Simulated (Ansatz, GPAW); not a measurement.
# 2H-MoOSe monolayer in an electric field, part 3 of 3

Wanted: the out-of-plane polarisability of 2H-MoOSe monolayer.

GPAW 26.7.0 and Ansatz 0.2.0; Ansatz plane waves; layer without images along its normal, relaxation of atoms and in-plane cell (the session's first sound run).

So far. Step 8 (In a field): The dipole is now -0.0835 e Å, against -0.10 in the run without a field. Step 9 (Field on): The dipole is now -0.0629 e Å, against -0.10 in the run without a field.

## (10) In a field

Level of this step: GPAW, PAW setups; slab in vacuum (GPAW).

File run.py:

```python
import json
import numpy as np
from ase import Atoms
from gpaw import GPAW, PW
from gpaw.external import ConstantElectricField

slab = Atoms(
    ['Se', 'Mo', 'O'],
    positions=[
        [-0.00000, 1.77106, 9.00000],
        [-0.00000, 0.00000, 10.77017],
        [-0.00000, 1.77106, 11.88091]],
    cell=[[3.06757, -0.0, -0.0], [-1.53378, 2.65659, 0.0], [-0.0, 0.0, 20.8809]],
    pbc=[True, True, False])

slab.calc = GPAW(mode=PW(500), xc='PBE', kpts={'size': (12, 12, 1), 'gamma': True},
                 occupations={'name': 'fermi-dirac', 'width': 0.05}, nbands='140%',
                 convergence={'density': 1e-05}, maxiter=200,
                 poissonsolver={'dipolelayer': 'xy'},
                 external=ConstantElectricField(0.3, [0, 0, 1]),
                 symmetry={'tolerance': 1e-3}, txt='slab.txt')
result = {}
energy = slab.get_potential_energy()
fermi = slab.calc.get_fermi_level()
v = slab.calc.get_electrostatic_potential().mean((0, 1)) - fermi
n = slab.calc.get_pseudo_density().mean((0, 1))
L = slab.cell[2, 2]
z = np.arange(len(v)) * L / len(v)
low, high = slab.positions[:, 2].min(), slab.positions[:, 2].max()
below, above = np.interp([low - 6.8, high + 6.8], z, v)
slopes = [np.interp(x, z, np.gradient(v, z)) for x in (low - 6.8, high + 6.8)]
eps = np.array([[slab.calc.get_eigenvalues(k, s) for k in range(len(slab.calc.get_ibz_k_points()))]
                for s in range(slab.calc.get_number_of_spins())]) - fermi
top, bottom = eps[eps < 0].max(), eps[eps > 0].min()
dipole = slab.get_dipole_moment()[2]
print(f'energy {energy:.4f} eV, Fermi level {fermi:.4f} eV, dipole {dipole:.5f} e A')
print(f'potential 6.8 A off the faces, from the Fermi level: lower {below:.4f} eV, upper {above:.4f} eV')
print(f'slope of the potential there: lower {slopes[0]:.5f}, upper {slopes[1]:.5f} eV/A')
print(f'nearest levels on the mesh: {top:.4f} and {bottom:.4f} eV')
print('magnetic moment', round(slab.get_magnetic_moment(), 3))
result.update(energy=energy, fermi=fermi, dipole=dipole, below=below, above=above, slopes=slopes, edges=[top, bottom],
              z=z.tolist(), v=v.tolist(), n=n.tolist(), positions=slab.positions.tolist(),
              forces=slab.get_forces(apply_constraint=False).tolist(), moments=slab.get_magnetic_moments().tolist())
json.dump(result, open('result.json', 'w'))
```

Run with:

```
$ OMP_NUM_THREADS=1 OPENBLAS_NUM_THREADS=1 python run.py
```

What it wrote:

```text
energy -22.8783 eV, Fermi level -1.1724 eV, dipole -0.04237 e A
potential 6.8 A off the faces, from the Fermi level: lower 4.5407 eV, upper 5.4815 eV
slope of the potential there: lower -0.00028, upper 0.00037 eV/A
nearest levels on the mesh: -0.3582 and 0.3867 eV
magnetic moment 0.0
```

Wall time 63 s (1 thread of Intel Xeon Platinum 8488C (Sapphire Rapids), shared host); peak memory 0.39 GiB.

Table of electrostatic potential energy of an electron (without an applied field's), less the Fermi level, planar mean by z:

z (Å), electrostatic potential energy of an electron (without an applied field's), less the Fermi level, planar mean (eV) and a bar from the least value:
```
      0.0        5.0 ##############################
      0.5        4.5 #############################
      1.0        4.5 #############################
      1.5        4.5 #############################
      2.0        4.5 #############################
      2.5        4.5 #############################
      3.0        4.5 #############################
      3.5        4.5 #############################
      4.0        4.5 #############################
      4.5        4.5 #############################
      5.0        4.5 #############################
      5.5        4.5 #############################
      6.0        4.5 #############################
      6.5        4.5 #############################
      7.0        4.4 #############################
      7.5        3.8 ############################
      8.0        1.3 ##########################
      8.5       -8.7 ################
      9.0      -25.1 
      9.5      -10.5 ##############
     10.0       -7.1 ##################
     10.5      -20.7 ####
     11.0      -21.9 ###
     11.5      -10.1 ###############
     12.0       -9.2 ################
     12.5        2.8 ###########################
     13.0        5.1 ##############################
     13.5        5.4 ##############################
     14.0        5.5 ##############################
     14.5        5.5 ##############################
     15.0        5.5 ##############################
     15.5        5.5 ##############################
     16.0        5.5 ##############################
     16.5        5.5 ##############################
     17.0        5.5 ##############################
     17.5        5.5 ##############################
     18.0        5.5 ##############################
     18.5        5.5 ##############################
     19.0        5.5 ##############################
     19.5        5.5 ##############################
     20.0        5.5 ##############################
     20.5        5.4 ##############################
```

The dipole is now -0.0424 e Å, against -0.10 in the run without a field.

## (11) The series

The members are put on one axis.

This step: induced dipole against applied field (GPAW 26.7.0).

The dipole along the normal by field:

```
field (V/Å)  dipole along the normal (e·Å)
     -0.200                         -0.145
     -0.100                         -0.124
     -0.050                         -0.114
      0.000                         -0.104
      0.050                        -0.0937
      0.100                        -0.0835
      0.200                        -0.0629
      0.300                        -0.0424
```

## (12) A changed run

One more run, with changed settings.

This step: GPAW, PAW setups; slab in vacuum (GPAW 26.7.0).

run.py: that of step 10 with these lines changed.

```diff
@@ -4,3 +4,2 @@
 from gpaw import GPAW, PW
-from gpaw.external import ConstantElectricField
 
@@ -16,6 +15,5 @@
 slab.calc = GPAW(mode=PW(500), xc='PBE', kpts={'size': (12, 12, 1), 'gamma': True},
-                 occupations={'name': 'fermi-dirac', 'width': 0.05}, nbands='140%',
-                 convergence={'density': 1e-05}, maxiter=200,
+                 occupations={'name': 'fermi-dirac', 'width': 2.0}, nbands='140%',
+                 convergence={'density': 1e-05}, maxiter=50,
                  poissonsolver={'dipolelayer': 'xy'},
-                 external=ConstantElectricField(0.3, [0, 0, 1]),
                  symmetry={'tolerance': 1e-3}, txt='slab.txt')
```

What it wrote:

```text
energy -22.6243 eV, Fermi level -2.2447 eV, dipole 0.00963 e A
potential 6.8 A off the faces, from the Fermi level: lower 6.7092 eV, upper 6.5015 eV
slope of the potential there: lower -0.01020, upper 0.00200 eV/A
nearest levels on the mesh: -0.0818 and 1.1268 eV
magnetic moment 0.0
```

The job ended after 25 s (1 thread; peak memory 0.21 GiB).

The run finished. A setting was moved off its sound value on purpose, so it serves as a test and not as the result.

The fault put into the input: a smearing of electronvolts (width = 2.0).

Side by side:

```
                     quantity   this run  sound run  difference
dipole along the normal (e·Å)  0.0096337   -0.10389       0.114
     upper work function (eV)     6.5015     6.0717       0.430
     lower work function (eV)     6.7092     3.7635        2.95
```

One result that differs is the dipole along the normal, 0.00963 e·Å against -0.104 e·Å.

## (13) Outcome

```yaml
work_function_upper_and_lower_face_fermi_level_placed_in_the_gap_by_the_smearing: 6.072 and 3.764 eV
ionisation_energy_from_the_upper_face_highest_filled_level_on_the_mesh: 6.44 eV
electron_affinity_from_the_upper_face_lowest_empty_kohn_sham_level_on_the_mesh: 5.67 eV
dipole_along_the_normal: -0.104 e Å
induced_dipole_per_field: 0.205 e Å per V/Å
out_of_plane_polarisability_per_area_alpha_eps_0_a: 4.55 Å
```

**Reading.** The field induces 0.205 e Å per V/Å, a polarisable thickness α/(ε0 A) of 4.55 Å beside 2.88 Å between the outermost nuclei. A perfect conductor would give the distance between its two image planes; a dielectric of thickness t gives t(1 - 1/ε). The two faces differ by 2.3 eV, the step that the slab's dipole makes (e p/(ε0 A) gives 2.3 eV), so the dipole layer is needed. The levels nearest the Fermi level on the mesh lie 0.766 eV apart, so the slab is gapped there: the smearing puts the Fermi level inside the gap, and from either face the ionisation energy is the work function plus 0.37 eV. Both are Kohn-Sham levels on the mesh, and semilocal gaps are too small, so the affinity tends to come out too large and the ionisation energy too small. The induced dipole is linear in the field over this range. The layer's cell and atoms come from the relaxation; spin-orbit coupling and temperature are left out.

[Logs are printed without paths, hosts, clocks, repeated set-up lines and the standing remarks that a program may print on its own settings, such as how far it seeks lower states.]

[Hosts, paths, dates, database ids (printed as entryN), source tags and the programs' standing remarks are cut or masked in the printed files.]
